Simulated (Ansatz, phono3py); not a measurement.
# ZnO (zincite, P6_3mc): thermal conductivity with phono3py, part 5 of 5

The second- and third-order constants of ZnO (zincite) come from an earlier supercell run; what does phono3py make of them?

What experiment has found for this phase:
- thermal conductivity 60 W/m/K near room temperature (given in “Combining the AFLOW GIBBS and Elastic Libraries to efficiently and robustly screen thermo-mechanical properties of solids”, 2017, arXiv:1611.05714)

Ansatz 0.2.0 and phono3py 4.10.0; DFT r2SCAN, scalar-relativistic, plane waves, PAW; PAW set soft_1 (the session's first sound run).

So far, κ at 300 K (W/m/K): step 3 (relaxation-time solution) 41.9; step 14 (boundary mean free path 0.1 micrometre) 22.3; step 16 (solver RTA with coherences (SMM19)) 42.0; step 17 (delta function Gaussian, sigma 0.2 THz) 40.2; step 18 (delta function Gaussian, sigma 0.4 THz) 37.6.

### 20. Without the dipole term, third order supercell 3×3×2, supercell 3×3×2

Level of this step: DFT r2SCAN, scalar-relativistic, plane waves, PAW; PAW set soft_1; phono3py on Ansatz's force constants (phono3py).

Dropping the dipole term tests how much its part of the interpolation matters for κ.

phono3py.yaml

```yaml
phono3py:
  version: "4.10.0"
  frequency_unit_conversion_factor: 15.633302
  symmetry_tolerance: 1.00000e-05

physical_unit:
  atomic_mass: "AMU"
  length: "angstrom"

space_group:
  type: "P6_3mc"
  number: 186
  Hall_symbol: "P 6c -2c"

primitive_matrix:
- [  1.000000000000000,  0.000000000000000,  0.000000000000000 ]
- [  0.000000000000000,  1.000000000000000,  0.000000000000000 ]
- [  0.000000000000000,  0.000000000000000,  1.000000000000000 ]

supercell_matrix:
- [   3,   0,   0 ]
- [   0,   3,   0 ]
- [   0,   0,   2 ]

# [primitive_cell block left out]
unit_cell:
  lattice:
  - [     3.235278434611806,     0.000000000000000,     0.000000000000000 ] # a
  - [    -1.617639217305903,     2.801833312689776,     0.000000000000000 ] # b
  - [     0.000000000000000,     0.000000000000000,     5.211218981100000 ] # c
  points:
  - symbol: Zn # 1
    coordinates: [  0.333333333333333,  0.666666666666667,  0.499671518400000 ]
    mass: 65.380000
    reduced_to: 1
  - symbol: Zn # 2
    coordinates: [  0.666666666666667,  0.333333333333333, -0.000328481600000 ]
    mass: 65.380000
    reduced_to: 2
  - symbol: O # 3
    coordinates: [  0.666666666666667,  0.333333333333333,  0.379338481600000 ]
    mass: 15.999000
    reduced_to: 3
  - symbol: O # 4
    coordinates: [  0.333333333333333,  0.666666666666667,  0.879338481600000 ]
    mass: 15.999000
    reduced_to: 4

# [supercell block left out]
phonon_supercell_matrix:
- [   3,   0,   0 ]
- [   0,   3,   0 ]
- [   0,   0,   2 ]

# [phonon_primitive_cell block left out]
# [phonon_supercell block left out]
nac:
  born_effective_charge:
  - # 1 (Zn)
    - [  2.087571553294039,  0.000000000000000,  0.000000000000000 ]
    - [  0.000000000000000,  2.087571553294039,  0.000000000000000 ]
    - [  0.000000000000001,  0.000000000000000,  2.137260761707632 ]
  - # 2 (Zn)
    - [  2.087571553294039,  0.000000000000000,  0.000000000000001 ]
    - [  0.000000000000000,  2.087571553294039,  0.000000000000000 ]
    - [  0.000000000000001,  0.000000000000000,  2.137260761707632 ]
  - # 3 (O)
    - [ -2.087571553294039,  0.000000000000000, -0.000000000000001 ]
    - [  0.000000000000000, -2.087571553294039,  0.000000000000000 ]
    - [  0.000000000000000,  0.000000000000000, -2.137260761707632 ]
  - # 4 (O)
    - [ -2.087571553294038,  0.000000000000000, -0.000000000000001 ]
    - [  0.000000000000000, -2.087571553294040,  0.000000000000000 ]
    - [ -0.000000000000001,  0.000000000000000, -2.137260761707632 ]
  dielectric_constant:
    - [  4.336310970629733,  0.000000000000000,  0.000000000000001 ]
    - [  0.000000000000000,  4.336310970629734,  0.000000000000000 ]
    - [  0.000000000000001,  0.000000000000000,  4.398728070535258 ]
  unit_conversion_factor: 14.399645
```

Run with:

```bash
$ phono3py phono3py.yaml --mesh 17 17 9 --br --isotope --nonac --ts 100 300 600
```

The program printed:

```text
Rust backend (phonors) using rayon (8 threads).
Running in phono3py.load mode.
Spglib version 2.8.0
----------------------------- General settings -----------------------------
Run mode: conductivity-RTA
HDF5 data compression filter: gzip
Crystal structure was read from "phono3py.yaml".
Supercell (dim): [3 3 2]
Phonon supercell (dim-fc2): [3 3 2]
Primitive matrix:
  [1. 0. 0.]
  [0. 1. 0.]
  [0. 0. 1.]
Spacegroup: P6_3mc (186)
Use -v option to watch primitive cell, unit cell, and supercell structures.
fc3 was read from "fc3.hdf5".
fc2 was read from "fc2.hdf5".
----------------------------- Force constants ------------------------------
Max drift of fc3: -0.00000200 (xxy) -0.00000200 (xxy) -0.00000200 (xyx)
Max drift of fc2: 0.00000600 (zz) 0.00000600 (zz)
--------------------------- Calculation settings ---------------------------
BZ integration: Tetrahedron-method
Temperature:  100.0  300.0  600.0
Cutoff frequency: 0.01
Mesh sampling: [ 17 17 9 ]
Generating grid system ... [ 17 17 9 ]
fc3-r2q-transformation over three atoms: True
--------------------------- Phonon calculations ----------------------------
Running harmonic phonon calculations...
-------------------- Lattice thermal conductivity (RTA) --------------------
Running heat capacity calculations...
Running velocity calculations...
Running isotope scattering calculations with tetrahedron method...
======================= Grid point 0 (1/165) =======================
q-point: ( 0.00  0.00  0.00)
Boundary mean free path (millimeter): 1000.000
Mass variance parameters: 5.98e-04 5.98e-04 3.36e-05 3.36e-05
Number of triplets: 165
Frequency     group velocity (x, y, z)     |gv|
  -0.002   (   0.000    0.000    0.000)    0.000
   0.004   (   0.000    0.000    0.000)    0.000
   0.006   (   0.000    0.000    0.000)    0.000
   2.752   (   0.000   -0.000    0.000)    0.000
   2.752   (   0.000    0.000    0.000)    0.000
   7.737   (   0.000    0.000    0.000)    0.000
  11.161   (   0.000    0.000    0.000)    0.000
  11.833   (   0.000    0.000    0.000)    0.000
  11.833   (   0.000    0.000    0.000)    0.000
  12.800   (  -0.000   -0.000    0.000)    0.000
  12.800   (  -0.000    0.000    0.000)    0.000
  16.266   (   0.000    0.000    0.000)    0.000
======================= Grid point 1 (2/165) =======================
q-point: ( 0.06  0.00  0.00)
Boundary mean free path (millimeter): 1000.000
Mass variance parameters: 5.98e-04 5.98e-04 3.36e-05 3.36e-05
Number of triplets: 405
Frequency     group velocity (x, y, z)     |gv|
   0.339   (  21.303   12.299    0.000)   24.598
   0.476   (  19.563   11.295    0.000)   22.590
   1.201   (  47.708   27.544    0.000)   55.089
   2.782   (   2.534    1.463    0.000)    2.926
[...]
[162 grid points left out]
======================= Grid point 1321 (165/165) =======================
q-point: ( 0.35  0.29  0.44)
Boundary mean free path (millimeter): 1000.000
Mass variance parameters: 5.98e-04 5.98e-04 3.36e-05 3.36e-05
Number of triplets: 693
Frequency     group velocity (x, y, z)     |gv|
[...]
7.617   (   0.676   -1.171    4.222)    4.433
   7.645   (   1.831   -3.172    1.658)    4.021
  13.062   (  -0.962    1.666   -1.371)    2.363
  13.110   (   0.983   -1.703   -5.841)    6.163
  14.863   (  -5.738    9.938   10.827)   15.777
  15.085   (  -6.451   11.174   -9.757)   16.176
  15.958   (   4.128   -7.150    2.553)    8.642
  15.986   (   5.598   -9.696   -0.012)   11.196
=================== End of collection of collisions ===================
----------- Thermal conductivity (W/m-k) with tetrahedron method -----------
#  T(K)        xx         yy         zz         yz         xz         xy
  100.0     130.146    130.146    195.491      0.000     -0.000     -0.000
  300.0      41.422     41.422     58.204      0.000     -0.000     -0.000
  600.0      20.501     20.501     28.335      0.000     -0.000     -0.000

Thermal conductivity related properties were written into
"kappa-m17179.hdf5".
Summary of calculation was written in "phono3py.yaml".
```

Run time: 43 s. Hardware: 8 threads of Intel Xeon at 2.70GHz, shared host; peak memory 0.1 GiB.

Numbers from this step:

* κ at 300 K: 47.02 W/m/K
* κ xx, yy, zz at 300 K: 41.42, 41.42, 58.2 W/m/K

W/m/K. Kappa, by row:

| T (K) | xx | yy | zz | yz | xz | xy |
| --- | --- | --- | --- | --- | --- | --- |
| 100 | 130.1 | 130.1 | 195.5 | 0 | 0 | 0 |
| 300 | 41.42 | 41.42 | 58.2 | 0 | 0 | 0 |
| 600 | 20.5 | 20.5 | 28.34 | 0 | 0 | 0 |

κ at 300 K goes from 41.9 to 47.0 W/(m K). Only the interpolation between the solved wavevectors changes, and the fewer these are, the more it matters.

### 21. A changed mass, third order supercell 3×3×2, supercell 3×3×2

Changing one mass at fixed force constants separates the effect of mass from that of bonding.

phono3py.yaml is that of step 20.

Run with:

```bash
$ phono3py phono3py.yaml --mesh 17 17 9 --br --mass 65.380 65.380 31.998 31.998 --ts 100 300 600
```

The program printed:

```text
[banner, memory and clock lines left out]
Rust backend (phonors) using rayon (8 threads).
Running in phono3py.load mode.
Spglib version 2.8.0
----------------------------- General settings -----------------------------
Run mode: conductivity-RTA
HDF5 data compression filter: gzip
Crystal structure was read from "phono3py.yaml".
Supercell (dim): [3 3 2]
Phonon supercell (dim-fc2): [3 3 2]
Primitive matrix:
  [1. 0. 0.]
  [0. 1. 0.]
  [0. 0. 1.]
Spacegroup: P6_3mc (186)
Use -v option to watch primitive cell, unit cell, and supercell structures.
NAC parameters were read from "phono3py.yaml".
fc3 was read from "fc3.hdf5".
fc2 was read from "fc2.hdf5".
----------------------------- Force constants ------------------------------
Max drift of fc3: -0.00000200 (xxy) -0.00000200 (xxy) -0.00000200 (xyx)
Max drift of fc2: 0.00000600 (zz) 0.00000600 (zz)
--------------------------- Calculation settings ---------------------------
Non-analytical term correction (NAC): True
NAC unit conversion factor:  14.39964
BZ integration: Tetrahedron-method
Temperature:  100.0  300.0  600.0
Cutoff frequency: 0.01
Mesh sampling: [ 17 17 9 ]
Generating grid system ... [ 17 17 9 ]
fc3-r2q-transformation over three atoms: True
--------------------------- Phonon calculations ----------------------------
  PRB 50, 13035(R) (1994), PRB 55, 10355 (1997)
  G-cutoff distance: 1.15, Number of G-points: 311, Lambda: 0.25
Running harmonic phonon calculations...
-------------------- Lattice thermal conductivity (RTA) --------------------
Running heat capacity calculations...
Running velocity calculations...
======================= Grid point 0 (1/165) =======================
q-point: ( 0.00  0.00  0.00)
Boundary mean free path (millimeter): 1000.000
Number of triplets: 165
Frequency     group velocity (x, y, z)     |gv|
  -0.002   (   0.000    0.000    0.000)    0.000
   0.004   (   0.000    0.000    0.000)    0.000
   0.005   (   0.000    0.000    0.000)    0.000
   2.569   (   0.000   -0.000    0.000)    0.000
   2.569   (   0.000   -0.000    0.000)    0.000
   7.665   (   0.000   -0.000    0.000)    0.000
   8.633   (   0.000   -0.000   -0.000)    0.000
   9.153   (   0.000   -0.000   -0.000)    0.000
   9.153   (  -0.000    0.000    0.000)    0.000
   9.697   (   0.000   -0.000    0.000)    0.000
   9.697   (  -0.000    0.000    0.000)    0.000
  11.608   (  -0.000    0.000   -0.000)    0.000
======================= Grid point 1 (2/165) =======================
q-point: ( 0.06  0.00  0.00)
Boundary mean free path (millimeter): 1000.000
Number of triplets: 405
Frequency     group velocity (x, y, z)     |gv|
   0.434   (  17.830   10.294    0.000)   20.588
   0.463   (  22.724   13.120    0.000)   26.240
   1.119   (  44.523   25.706    0.000)   51.411
   2.573   (   0.574    0.331    0.000)    0.663
[...]
[162 grid points left out]
======================= Grid point 1321 (165/165) =======================
q-point: ( 0.35  0.29  0.44)
Boundary mean free path (millimeter): 1000.000
Number of triplets: 693
Frequency     group velocity (x, y, z)     |gv|
[...]
7.577   (  -0.199    0.344    4.654)    4.671
   7.609   (   1.028   -1.780    1.665)    2.645
   9.811   (  -0.215    0.372   -0.314)    0.532
   9.839   (   0.935   -1.620   -2.972)    3.512
  10.933   (  -3.402    5.892    6.153)    9.173
  11.056   (  -4.083    7.072   -5.203)    9.683
  11.330   (   2.963   -5.132    0.675)    5.964
  11.339   (   3.467   -6.005   -0.294)    6.940
=================== End of collection of collisions ===================
----------- Thermal conductivity (W/m-k) with tetrahedron method -----------
#  T(K)        xx         yy         zz         yz         xz         xy
  100.0     145.128    145.128    160.148     -0.000     -0.000     -0.000
  300.0      30.988     30.988     33.032     -0.000     -0.000     -0.000
  600.0      14.580     14.580     15.508     -0.000     -0.000     -0.000

Thermal conductivity related properties were written into
"kappa-m17179.hdf5".
Summary of calculation was written in "phono3py.yaml".
```

The job ended after 37 s (8 threads; peak memory 0.1 GiB).

Numbers from this step:

* κ at 300 K: 31.67 W/m/K
* κ xx, yy, zz at 300 K: 30.99, 30.99, 33.03 W/m/K

W/m/K. Kappa, by row:

| T (K) | xx | yy | zz | yz | xz | xy |
| --- | --- | --- | --- | --- | --- | --- |
| 100 | 145.1 | 145.1 | 160.1 | 0 | 0 | 0 |
| 300 | 30.99 | 30.99 | 33.03 | 0 | 0 | 0 |
| 600 | 14.58 | 14.58 | 15.51 | 0 | 0 | 0 |

Without isotope scattering in either run, κ at 300 K goes from 46.6 to 31.7 W/(m K).

### 22. Mass disorder, third order supercell 3×3×2, supercell 3×3×2

A typed mass variance takes the place of the natural one on the sites of one element, as a model of more or less disorder.

phono3py.yaml is that of step 21.

Run with:

```bash
$ phono3py phono3py.yaml --mesh 17 17 9 --br --isotope --mv 0.0005982 0.0005982 0.001 0.001 --ts 100 150 200 300 400 500 600 800
```

The program printed:

```text
[banner, memory and clock lines left out]
Rust backend (phonors) using rayon (8 threads).
Running in phono3py.load mode.
Spglib version 2.8.0
----------------------------- General settings -----------------------------
Run mode: conductivity-RTA
HDF5 data compression filter: gzip
Crystal structure was read from "phono3py.yaml".
Supercell (dim): [3 3 2]
Phonon supercell (dim-fc2): [3 3 2]
Primitive matrix:
  [1. 0. 0.]
  [0. 1. 0.]
  [0. 0. 1.]
Spacegroup: P6_3mc (186)
Use -v option to watch primitive cell, unit cell, and supercell structures.
NAC parameters were read from "phono3py.yaml".
fc3 was read from "fc3.hdf5".
fc2 was read from "fc2.hdf5".
----------------------------- Force constants ------------------------------
Max drift of fc3: -0.00000200 (xxy) -0.00000200 (xxy) -0.00000200 (xyx)
Max drift of fc2: 0.00000600 (zz) 0.00000600 (zz)
--------------------------- Calculation settings ---------------------------
Non-analytical term correction (NAC): True
NAC unit conversion factor:  14.39964
BZ integration: Tetrahedron-method
Temperature:  100.0  150.0  200.0  300.0  400.0 ... 800.0
Cutoff frequency: 0.01
Mesh sampling: [ 17 17 9 ]
Generating grid system ... [ 17 17 9 ]
fc3-r2q-transformation over three atoms: True
--------------------------- Phonon calculations ----------------------------
  PRB 50, 13035(R) (1994), PRB 55, 10355 (1997)
  G-cutoff distance: 1.15, Number of G-points: 311, Lambda: 0.25
Running harmonic phonon calculations...
-------------------- Lattice thermal conductivity (RTA) --------------------
Running heat capacity calculations...
Running velocity calculations...
Running isotope scattering calculations with tetrahedron method...
======================= Grid point 0 (1/165) =======================
q-point: ( 0.00  0.00  0.00)
Boundary mean free path (millimeter): 1000.000
Mass variance parameters: 5.98e-04 5.98e-04 1.00e-03 1.00e-03
Number of triplets: 165
Frequency     group velocity (x, y, z)     |gv|
  -0.002   (   0.000    0.000    0.000)    0.000
   0.004   (   0.000   -0.000    0.000)    0.000
   0.006   (  -0.000    0.000    0.000)    0.000
   2.752   (   0.000    0.000   -0.000)    0.000
   2.752   (   0.000    0.000    0.000)    0.000
   7.737   (   0.000    0.000    0.000)    0.000
  11.161   (   0.000   -0.000    0.000)    0.000
  11.833   (   0.000   -0.000    0.000)    0.000
  11.833   (   0.000    0.000   -0.000)    0.000
  12.800   (  -0.000   -0.000   -0.000)    0.000
  12.800   (   0.000   -0.000    0.000)    0.000
  16.266   (   0.000    0.000   -0.000)    0.000
======================= Grid point 1 (2/165) =======================
q-point: ( 0.06  0.00  0.00)
Boundary mean free path (millimeter): 1000.000
Mass variance parameters: 5.98e-04 5.98e-04 1.00e-03 1.00e-03
Number of triplets: 405
Frequency     group velocity (x, y, z)     |gv|
   0.474   (  19.470   11.241    0.000)   22.481
   0.505   (  24.765   14.298    0.000)   28.596
   1.225   (  48.662   28.095    0.000)   56.190
   2.756   (   0.529    0.305    0.000)    0.611
[...]
[162 grid points left out]
======================= Grid point 1321 (165/165) =======================
q-point: ( 0.35  0.29  0.44)
Boundary mean free path (millimeter): 1000.000
Mass variance parameters: 5.98e-04 5.98e-04 1.00e-03 1.00e-03
Number of triplets: 693
Frequency     group velocity (x, y, z)     |gv|
[...]
7.611   (   0.162   -0.280    4.094)    4.107
   7.636   (   1.117   -1.934    1.815)    2.878
  13.067   (  -0.451    0.781   -1.224)    1.520
  13.117   (   1.507   -2.609   -5.819)    6.553
  14.879   (  -4.536    7.856   10.944)   14.214
  15.105   (  -5.015    8.686  -10.037)   14.189
  15.942   (   2.794   -4.840    2.083)    5.964
  15.958   (   3.647   -6.318    0.610)    7.320
=================== End of collection of collisions ===================
----------- Thermal conductivity (W/m-k) with tetrahedron method -----------
#  T(K)        xx         yy         zz         yz         xz         xy
  100.0     127.050    127.050    147.567      0.000      0.000     -0.000
  150.0      85.313     85.313     96.179      0.000      0.000     -0.000
  200.0      62.280     62.280     68.974      0.000      0.000     -0.000
  300.0      39.968     39.968     43.576      0.000      0.000     -0.000
  400.0      29.540     29.540     32.014      0.000      0.000     -0.000
  500.0      23.522     23.522     25.418      0.000      0.000     -0.000
  600.0      19.587     19.587     21.132      0.000      0.000     -0.000
  800.0      14.723     14.723     15.857      0.000      0.000     -0.000

Thermal conductivity related properties were written into
"kappa-m17179.hdf5".
Summary of calculation was written in "phono3py.yaml".
```

The job ended after 39 s (8 threads; peak memory 0.1 GiB; 4.8 min of CPU time).

Numbers from this step:

| Item | Value |
| --- | --- |
| κ at 300 K | 41.17 W/m/K |
| κ xx, yy, zz at 300 K | 39.97, 39.97, 43.58 W/m/K |

W/m/K. Kappa, by row:

| T (K) | xx | yy | zz | yz | xz | xy |
| --- | --- | --- | --- | --- | --- | --- |
| 100 | 127 | 127 | 147.6 | 0 | 0 | 0 |
| 150 | 85.31 | 85.31 | 96.18 | 0 | 0 | 0 |
| 200 | 62.28 | 62.28 | 68.97 | 0 | 0 | 0 |
| 300 | 39.97 | 39.97 | 43.58 | 0 | 0 | 0 |
| 400 | 29.54 | 29.54 | 32.01 | 0 | 0 | 0 |
| 500 | 23.52 | 23.52 | 25.42 | 0 | 0 | 0 |
| 600 | 19.59 | 19.59 | 21.13 | 0 | 0 | 0 |
| 800 | 14.72 | 14.72 | 15.86 | 0 | 0 | 0 |

κ at 300 K goes from 41.9 in the base run to 41.2 W/(m K).

### 23. A faulty attempt, third order supercell 3×3×2, supercell 3×3×2

This input was changed on purpose, to see how the program answers.

phono3py.yaml is that of step 22.

Run with:

```bash
$ phono3py phono3py.yaml --mesh 9 9 --br --ts 300
```

The program printed:

```text
Rust backend (phonors) using rayon (8 threads).
Running in phono3py.load mode.
Spglib version 2.8.0
Mesh numbers are incorrectly set.
Please check the setting tags and options.
```

It took 0.45 s on 8 threads; peak memory 0.08 GiB.

The run ended with an error.

The fault put into the input: two mesh numbers.

### 24. Outcome

| Item | Value |
| --- | --- |
| κ at 300 K, RTA, natural isotopes, mesh 17×17×9 | 41.9 W/m/K |
| κ at 300 K, RTA, pure, mesh 17×17×9 | 46.6 W/m/K |
| κ at 300 K, with coherences, mesh 17×17×9 | 42.0 W/m/K |
| κ at 300 K, no dipole term, mesh 17×17×9 | 47.0 W/m/K |

On these constants κ of ZnO (zincite) at 300 K is 41.9 W/(m K) in the base run, by relaxation time; smearing and coherences move that between 37.6 and 42.0. The full solution gives 45.2 W/(m K) (Ansatz's run on the same constants, with coherences). On the same constants and mesh Ansatz's figure, which includes its coherence part, and phono3py's, which doesn't, differ by up to 1.5 %; with phono3py's own coherence part added, which is defined differently, the largest difference is 0.50 %. The last step of the mesh series (21x21x11 to 25x25x13) moves κ at 300 K by -0.5 %, while the coarsest mesh gives 74 % of the densest value. Normal processes make 55 % of the three-phonon scattering at 300 K, weighting modes by their heat capacity. A boundary length of 0.01 µm leaves 18 % of κ at 300 K. A boundary length of 0.1 µm leaves 53 % of κ at 300 K. Scaling the mass of O by 2 at fixed force constants, a model exercise, multiplies the isotope-free κ by 0.679. A mass variance of 0.001 on the O sites, typed in place of the natural one, gives 98 % of the base value. A measured thermal conductivity near room temperature is 60 W/m/K (arXiv:1611.05714); the calculated 45.2 W/m/K differs by -25 %. Missing scattering can't explain a value that is too low; the supercell, the cutoff, the meshes, the functional and the use of 0 K frequencies can. The PAW files were made for PBE and are used here under another functional, for which the program regenerates the frozen cores.

[Logs are printed without paths, hosts, clocks, repeated set-up lines and the standing remarks that a program may print on its own settings, such as how far it seeks lower states.]

[Hosts, paths, dates, database ids (printed as entryN), source tags and the programs' standing remarks are cut or masked in the printed files.]

[A step with changed settings may run another functional than the one named; its input shows which.]
